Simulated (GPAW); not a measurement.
**STM contrast on 1T-SiSTe monolayer**

Wanted: filled- and empty-state images of 1T-SiSTe monolayer, with its work function.

Program: GPAW 26.7.0. Level of theory: GPAW, PAW setups; layer in a repeated cell with vacuum, relaxation of atoms and in-plane cell, in the first sound run; inputs show where later runs differ. Results are calculated unless marked as measured.

This is a report of a sequence of runs, with most program output left out.

### 1. Set-up

The cell holds 3 atoms: 1 Te, 1 Si and 1 S. Its edges and angles: a = 3.361 Å, b = 3.361 Å, c = 16.305 Å, α = 90.0°, β = 90.0°, γ = 120.0°. Vacuum lies along c.

Coordinates:

```
Te Si S
1.0
     3.36130    0.00000    0.00000
    -1.68065    2.91097    0.00000
     0.00000    0.00000   16.30480
Te Si S
1 1 1
Direct
  0.66667 0.33333 0.42932
  0.00000 0.00000 0.51582
  0.33333 0.66667 0.57068
```

### 2. Relaxation

Forces are removed first; all later runs use this geometry.

run.py

```python
import json
import numpy as np
from ase import Atoms
from ase.filters import FrechetCellFilter
from ase.optimize import BFGS
from gpaw import GPAW, PW

slab = Atoms(
    ['Te', 'Si', 'S'],
    positions=[
        [1.68065, 0.97032, 7.00000],
        [0.00000, 0.00000, 8.41035],
        [-0.00000, 1.94065, 9.30478]],
    cell=[[3.3613, 0.0, 0.0], [-1.68065, 2.91097, 0.0], [0.0, 0.0, 16.3048]],
    pbc=[True, True, True])

slab.calc = GPAW(mode=PW(600), xc='PBE', kpts={'size': (9, 9, 1), 'gamma': True},
                 occupations={'name': 'fermi-dirac', 'width': 0.05}, nbands='200%',
                 convergence={'density': 1e-05}, maxiter=200,
                 symmetry={'tolerance': 1e-3}, txt='slab.txt')
result = {}
# The in-plane cell is free; stress needs a cell that repeats along all three vectors
path = []
opt = BFGS(FrechetCellFilter(slab, mask=[1, 1, 0, 0, 0, 1]), maxstep=0.2)
opt.attach(lambda: path.append((slab.get_potential_energy(), slab.positions.tolist(), slab.get_forces().tolist())))
result['relaxed'] = bool(opt.run(fmax=0.02, steps=45))
result['path'] = path
result['cell'] = slab.cell.tolist()
print('in-plane lattice', slab.cell.cellpar().round(4)[[0, 1, 5]])
energy = slab.get_potential_energy()
fermi = slab.calc.get_fermi_level()
v = slab.calc.get_electrostatic_potential().mean((0, 1)) - fermi
n = slab.calc.get_pseudo_density().mean((0, 1))
L = slab.cell[2, 2]
z = np.arange(len(v)) * L / len(v)
low, high = slab.positions[:, 2].min(), slab.positions[:, 2].max()
below, above = np.interp([low - 4.8, high + 4.8], z, v)
slopes = [np.interp(x, z, np.gradient(v, z)) for x in (low - 4.8, high + 4.8)]
eps = np.array([[slab.calc.get_eigenvalues(k, s) for k in range(len(slab.calc.get_ibz_k_points()))]
                for s in range(slab.calc.get_number_of_spins())]) - fermi
top, bottom = eps[eps < 0].max(), eps[eps > 0].min()
dipole = slab.get_dipole_moment()[2]
print(f'energy {energy:.4f} eV, Fermi level {fermi:.4f} eV, dipole {dipole:.5f} e A')
print(f'potential 4.8 A off the faces, from the Fermi level: lower {below:.4f} eV, upper {above:.4f} eV')
print(f'slope of the potential there: lower {slopes[0]:.5f}, upper {slopes[1]:.5f} eV/A')
print(f'nearest levels on the mesh: {top:.4f} and {bottom:.4f} eV')
print('magnetic moment', round(slab.get_magnetic_moment(), 3))
result.update(energy=energy, fermi=fermi, dipole=dipole, below=below, above=above, slopes=slopes, edges=[top, bottom],
              z=z.tolist(), v=v.tolist(), n=n.tolist(), positions=slab.positions.tolist(),
              forces=slab.get_forces(apply_constraint=False).tolist(), moments=slab.get_magnetic_moments().tolist())
json.dump(result, open('result.json', 'w'))
```

Run with:

```sh
OMP_NUM_THREADS=1 OPENBLAS_NUM_THREADS=1 python run.py
```

Run time: 5.7 min. Hardware: 1 thread of Intel Xeon Platinum 8175M at 2.50GHz (Skylake/Cascade Lake), shared host; peak memory 0.29 GiB.

Numbers from this step:

- dipole along the normal: -0.06269 e·Å
- levels nearest the Fermi level on the mesh: -0.1597, 0.05642 eV from the Fermi level

Electrostatic potential energy of an electron (without an applied field's), less the Fermi level, planar mean against z:

| z (Å) | electrostatic potential energy of an electron (without an applied field's), less the Fermi level, planar mean (eV) |
| --- | --- |
| 0.0 | 4.72 |
| 0.5 | 4.68 |
| 1.0 | 4.65 |
| 1.5 | 4.62 |
| 2.0 | 4.59 |
| 2.5 | 4.55 |
| 3.0 | 4.52 |
| 3.5 | 4.48 |
| 4.0 | 4.42 |
| 4.5 | 4.28 |
| 5.0 | 3.78 |
| 5.5 | 1.83 |
| 6.0 | -5.23 |
| 6.5 | -19.3 |
| 7.0 | -14.8 |
| 7.5 | -4.44 |
| 8.0 | -7.36 |
| 8.5 | -11.9 |
| 9.0 | -7.24 |
| 9.5 | -14.4 |
| 10.0 | -7.65 |
| 10.5 | 1.95 |
| 11.0 | 4.38 |
| 11.5 | 4.88 |
| 12.0 | 4.96 |
| 12.5 | 4.95 |
| 13.0 | 4.93 |
| 13.5 | 4.89 |
| 14.0 | 4.86 |
| 14.5 | 4.83 |
| 15.0 | 4.80 |
| 15.5 | 4.77 |
| 16.0 | 4.73 |

The pseudo valence density, planar mean oscillates, so the rows of the table below give means over windows of 1 Å about each position, cut where the curve ends. Its maxima inside the range that stand out by 2 % of the span (Å: e/Å³): 6.1: 0.300, 7.3: 0.363, 9.3: 0.433, 9.9: 0.342. Its minima: 6.6: 0.103, 8.3: 0.201, 9.7: 0.332.

Pseudo valence density, planar mean against z; means over each step:

| z (Å) | pseudo valence density, planar mean (e/Å³) |
| --- | --- |
| 2 | 7.1e-6 |
| 3 | 1.3e-4 |
| 4 | 0.00229 |
| 5 | 0.0378 |
| 6 | 0.218 |
| 7 | 0.256 |
| 8 | 0.253 |
| 9 | 0.358 |
| 10 | 0.301 |
| 11 | 0.0516 |
| 12 | 0.00242 |
| 13 | 1.2e-4 |
| 14 | 5.8e-6 |

The relaxation lowered the energy of the cell by 2.52 eV (energies extrapolated to zero smearing; the optimiser's log prints free energies). The largest force left on a free atom is 0.0051 eV/Å.

### 3. The slab's potential

With the geometry fixed, the planar mean of the potential gives the vacuum level on each side.

This step: GPAW, PAW setups; slab in vacuum (GPAW 26.7.0).

The cell differs from the one that the last finished run ended in (c 16.305 → 16.999 Å).

run.py

```python
import json
import numpy as np
from ase import Atoms
from ase.dft.stm import STM
from gpaw import GPAW, PW

slab = Atoms(
    ['Te', 'Si', 'S'],
    positions=[
        [1.76611, 1.01966, 7.00000],
        [-0.00000, -0.00000, 8.74127],
        [-0.00000, 2.03933, 9.99877]],
    cell=[[3.53221, -0.0, 0.0], [-1.76611, 3.05899, 0.0], [0.0, 0.0, 16.9988]],
    pbc=[True, True, False])

slab.calc = GPAW(mode=PW(400), xc='PBE', kpts={'size': (9, 9, 1), 'gamma': True},
                 occupations={'name': 'fermi-dirac', 'width': 0.05}, nbands='200%',
                 convergence={'density': 1e-05}, maxiter=200,
                 poissonsolver={'dipolelayer': 'xy'},
                 symmetry={'tolerance': 1e-3}, txt='slab.txt')
result = {}
energy = slab.get_potential_energy()
fermi = slab.calc.get_fermi_level()
v = slab.calc.get_electrostatic_potential().mean((0, 1)) - fermi
n = slab.calc.get_pseudo_density().mean((0, 1))
L = slab.cell[2, 2]
z = np.arange(len(v)) * L / len(v)
low, high = slab.positions[:, 2].min(), slab.positions[:, 2].max()
below, above = np.interp([low - 4.8, high + 4.8], z, v)
slopes = [np.interp(x, z, np.gradient(v, z)) for x in (low - 4.8, high + 4.8)]
eps = np.array([[slab.calc.get_eigenvalues(k, s) for k in range(len(slab.calc.get_ibz_k_points()))]
                for s in range(slab.calc.get_number_of_spins())]) - fermi
top, bottom = eps[eps < 0].max(), eps[eps > 0].min()
dipole = slab.get_dipole_moment()[2]
print(f'energy {energy:.4f} eV, Fermi level {fermi:.4f} eV, dipole {dipole:.5f} e A')
print(f'potential 4.8 A off the faces, from the Fermi level: lower {below:.4f} eV, upper {above:.4f} eV')
print(f'slope of the potential there: lower {slopes[0]:.5f}, upper {slopes[1]:.5f} eV/A')
print(f'nearest levels on the mesh: {top:.4f} and {bottom:.4f} eV')
print('magnetic moment', round(slab.get_magnetic_moment(), 3))
result.update(energy=energy, fermi=fermi, dipole=dipole, below=below, above=above, slopes=slopes, edges=[top, bottom],
              z=z.tolist(), v=v.tolist(), n=n.tolist(), positions=slab.positions.tolist(),
              forces=slab.get_forces(apply_constraint=False).tolist(), moments=slab.get_magnetic_moments().tolist())

# Images need the states of the whole zone, up to time reversal
slab.calc = slab.calc.fixed_density(symmetry={'point_group': False}, txt='states.txt', nbands='260%',
                                    convergence={'bands': 'CBM+0.8'})
stm = STM(slab)
result['stm'] = []
for bias in [-0.5, 0.5]:
    height = high + 4.0
    current = stm.get_averaged_current(bias, height)
    x, y, h = stm.scan(bias, current)
    i, f = divmod(height / L * stm.ldos.shape[2], 1)
    I = abs((1 - f) * stm.ldos[:, :, int(i)] + f * stm.ldos[:, :, int(i) + 1])
    print(f'bias {bias} V: mean current at 4.0 A {current:.4e}, corrugation {np.ptp(h):.4f} A')
    result['stm'].append(dict(bias=bias, current=current, h=(h - high).tolist(), I=I.tolist()))
json.dump(result, open('result.json', 'w'))
```

Wall time 69 s (1 thread); peak memory 0.28 GiB.

This step gave:

```
dipole along the normal                    : -0.04240 e·Å
levels nearest the Fermi level on the mesh : -0.1614, 0.05677 eV from the Fermi level
upper work function                        : 5.080 eV
lower work function                        : 4.375 eV
corrugation -0.5                           : 0.03716 Å
corrugation 0.5                            : 0.4361 Å
```

The electrostatic potential energy of an electron (without an applied field's), less the Fermi level, planar mean by z:

| z (Å) | electrostatic potential energy of an electron (without an applied field's), less the Fermi level, planar mean (eV) |
| --- | --- |
| 0.0 | 4.73 |
| 0.5 | 4.37 |
| 1.0 | 4.37 |
| 1.5 | 4.37 |
| 2.0 | 4.37 |
| 2.5 | 4.37 |
| 3.0 | 4.37 |
| 3.5 | 4.37 |
| 4.0 | 4.36 |
| 4.5 | 4.32 |
| 5.0 | 4.14 |
| 5.5 | 3.39 |
| 6.0 | 0.408 |
| 6.5 | -9.46 |
| 7.0 | -21.0 |
| 7.5 | -10.3 |
| 8.0 | -4.06 |
| 8.5 | -9.91 |
| 9.0 | -10.3 |
| 9.5 | -8.04 |
| 10.0 | -15.7 |
| 10.5 | -3.38 |
| 11.0 | 3.16 |
| 11.5 | 4.68 |
| 12.0 | 5.00 |
| 12.5 | 5.06 |
| 13.0 | 5.08 |
| 13.5 | 5.08 |
| 14.0 | 5.08 |
| 14.5 | 5.08 |
| 15.0 | 5.08 |
| 15.5 | 5.08 |
| 16.0 | 5.08 |
| 16.5 | 5.08 |

Pseudo valence density, planar mean against z:

| z (Å) | pseudo valence density, planar mean (e/Å³) |
| --- | --- |
| 0.00 | 6.8e-7 |
| 0.64 | -6.4e-7 |
| 1.06 | -5.7e-7 |
| 1.70 | 1.7e-6 |
| 2.34 | 4.5e-6 |
| 2.97 | 3.4e-5 |
| 3.40 | 1.1e-4 |
| 4.04 | 6.8e-4 |
| 4.67 | 0.00417 |
| 5.31 | 0.0255 |
| 5.74 | 0.0798 |
| 6.37 | 0.286 |
| 7.01 | 0.103 |
| 7.44 | 0.340 |
| 8.07 | 0.290 |
| 8.71 | 0.201 |
| 9.35 | 0.389 |
| 9.77 | 0.413 |
| 10.41 | 0.329 |
| 11.05 | 0.0857 |
| 11.47 | 0.0234 |
| 12.11 | 0.00316 |
| 12.75 | 4.4e-4 |
| 13.39 | 6.3e-5 |
| 13.81 | 1.7e-5 |
| 14.45 | 3.1e-6 |
| 15.09 | 0 |
| 15.72 | 6.5e-7 |
| 16.15 | 6.3e-7 |
| 16.79 | -6.2e-7 |

Tip height over the top atom over a1 and a2. Sample bias -0.5 V, constant current at the mean current 4.0 Å over the top atom.

Ten even steps from '0' (3.982 Å) to '9' (4.019 Å):
```
589634654456436985
799525775775259975
565214533541256544
332112111211233454
345422332245435775
467513431576458985
357313313753477774
145312135412542452
047522574005511550
157414751069525960
365115632598558952
442224445555655554
335533574125521475
369635872158512785
599547974599547974
787457875565578754
555445542002455445
357533431013433575
```
Columns: a1 from 0 to 0.944; rows upwards: a2 from 0 to 0.944.

Local density of states summed over the bias window over a1 and a2. Sample bias -0.5 V, constant height 4.0 Å over the top atom.

Ten even steps from '_' (2.10 × 1e-7 arbitrary) to '@' (2.34 × 1e-7 arbitrary):
```
++%%@@**--==****====****==--**@@%%++
##@@@@++--++%%##++##%%++--++@@@@##++
++**++::..==++----++==..::++**++++++
------....::......::....------==++==
--==++==::::----::::==++==--++####++
==**%%++..--++--..++%%**==**@@@@@@**
--**##--..----..--##**--==########==
..==++--..::..--++==..::++==::==++::
__==##++::::++##==__..****....****..
..**%%==..==%%**....**@@++::++@@**..
--**++....++**--::**@@%%****%%@@**::
====--::--======++**++******++**++==
----++++----**##==..::****::..==##**
--**@@**--++@@##::..++%%++..::##@@++
++@@@@++==##@@##==**@@@@**==##@@##==
##%%##++++##@@##++******++##@@##++++
++++++++==++**==::....::==**++==++++
--++##++----==--..__..--==----++##++
```
Columns: a1 from 0 to 0.944; rows upwards: a2 from 0 to 0.944.

Tip height over the top atom over a1 and a2. Sample bias 0.5 V, constant current at the mean current 4.0 Å over the top atom.

Ten even steps from '_' (3.73 Å) to '@' (4.16 Å):
```
__....--==++************++==--....__
....::==++++**********++++==::......
::--====++++********++++====--::::::
====++++++++******++++++++======--==
++++++++++********++++++++++++++++++
************************************
************************############
##******************####%%%%%%%%%%##
##******++++******####%%%%@@@@%%%%##
##****++++++****####%%@@@@@@@@@@%%##
****++++++++****##%%@@@@@@@@@@@@%%##
**++++==++++**##%%%%@@@@@@@@@@%%%%##
++========++**##%%@@@@@@@@@@@@%%##**
==--::--==++**##%%@@@@@@@@@@%%##**++
::....::==++**##%%%%@@@@%%%%##**++==
......::--++**##%%%%%%%%%%##**++--::
____..::==++**############**++==::..
____..::==++****######****++==::..__
```
Columns: a1 from 0 to 0.944; rows upwards: a2 from 0 to 0.944.

Local density of states summed over the bias window over a1 and a2. Sample bias 0.5 V, constant height 4.0 Å over the top atom.

Ten even steps from '_' (2.60 × 1e-7 arbitrary) to '@' (8.29 × 1e-7 arbitrary):
```
____....::--==++++++++==--::....____
__....::----====++====----::....____
....::------========------::........
::::------==========------::::::::::
--------============----------------
====================================
++++================++++++********++
**++++==========++++******######****
**++============++****####%%%%####**
**++==------==++****##%%%%@@%%%%##**
++==--------==++**##%%@@@@@@@@%%##**
==----------==++**##%%@@@@@@%%##**++
--::::::::--==**##%%@@@@@@@@%%##**==
::......::--==**##%%%%@@%%%%##**==--
........::--==**####%%%%####**==--::
______..::--==****######****==--::..
______..::--==++********++==--::..__
______..::--==++******++==--::..____
```
Columns: a1 from 0 to 0.944; rows upwards: a2 from 0 to 0.944.

The potential is flat to 1.8e-4 eV/Å where it is read, so the vacuum is wide enough.

### 4. A changed run

One more run, with changed settings.

run.py: that of step 3 with these lines changed.

```diff
@@ -3,4 +3,4 @@
 from ase import Atoms
-from ase.dft.stm import STM
 from gpaw import GPAW, PW
+from gpaw.external import ConstantElectricField
 
@@ -17,4 +17,5 @@
                  occupations={'name': 'fermi-dirac', 'width': 0.05}, nbands='200%',
-                 convergence={'density': 1e-05}, maxiter=200,
+                 convergence={'density': 1e-05}, maxiter=75,
                  poissonsolver={'dipolelayer': 'xy'},
+                 external=ConstantElectricField(3.0, [0, 0, 1]),
                  symmetry={'tolerance': 1e-3}, txt='slab.txt')
@@ -42,16 +43,2 @@
               forces=slab.get_forces(apply_constraint=False).tolist(), moments=slab.get_magnetic_moments().tolist())
-
-# Images need the states of the whole zone, up to time reversal
-slab.calc = slab.calc.fixed_density(symmetry={'point_group': False}, txt='states.txt', nbands='260%',
-                                    convergence={'bands': 'CBM+0.8'})
-stm = STM(slab)
-result['stm'] = []
-for bias in [-0.5, 0.5]:
-    height = high + 4.0
-    current = stm.get_averaged_current(bias, height)
-    x, y, h = stm.scan(bias, current)
-    i, f = divmod(height / L * stm.ldos.shape[2], 1)
-    I = abs((1 - f) * stm.ldos[:, :, int(i)] + f * stm.ldos[:, :, int(i) + 1])
-    print(f'bias {bias} V: mean current at 4.0 A {current:.4e}, corrugation {np.ptp(h):.4f} A')
-    result['stm'].append(dict(bias=bias, current=current, h=(h - high).tolist(), I=I.tolist()))
 json.dump(result, open('result.json', 'w'))
```

Elapsed: 1.8 min, on 1 thread; peak memory 0.23 GiB.

The run finished. A setting was moved off its sound value on purpose, so it serves as a test and not as the result.

The fault put into the input: a field far too strong (field = 3.0).

The two runs compared:

| quantity | this run | sound run | difference |
| --- | --- | --- | --- |
| dipole along the normal (e·Å) | 1.4610 | -0.042396 | 1.50 |

The dipole along the normal changes sign: 1.46 e·Å against -0.0424 e·Å.

### 5. Outcome

```yaml
work_function_upper_and_lower_face: 5.080 and 4.375 eV
dipole_along_the_normal: -0.0424 e Å
corrugation_at_minus_0p5_v: 0.0372 Å as printed, 0.011 Å or less without short-wave noise
corrugation_at_0p5_v: 0.436 Å
```

**Reading.** At -0.5 V GPAW's map carries short-wave noise, which can't be real at this height: without waves under 1.5 Å it spans 0.011 Å against 0.037 Å printed. The reading below uses the filtered value, which may still be too high. The corrugation at constant current is largest at 0.5 V, where the tip height varies by 0.44 Å over the cell. Negative sample bias images filled states, positive bias empty ones. The two faces differ by 0.71 eV, the step that the slab's dipole makes (e p/(ε0 A) gives 0.71 eV), so the dipole layer is needed. The images are of Tersoff-Hamann type: an s-wave tip, no tip-sample forces, heights closer than in a microscope. The starting lattice was a guess from atomic radii; the relaxation moved it by 5 %. The relaxation of atoms and cell ran in a fully periodic cell without the dipole layer, so the atoms of this polar layer felt a small spurious field. The layer's cell and atoms come from the relaxation; spin-orbit coupling and temperature are left out.

[Logs are printed without paths, hosts, clocks, repeated set-up lines and the standing remarks that a program may print on its own settings, such as how far it seeks lower states.]

[Hosts, paths, dates, database ids (printed as entryN), source tags and the programs' standing remarks are cut or masked in the printed files.]
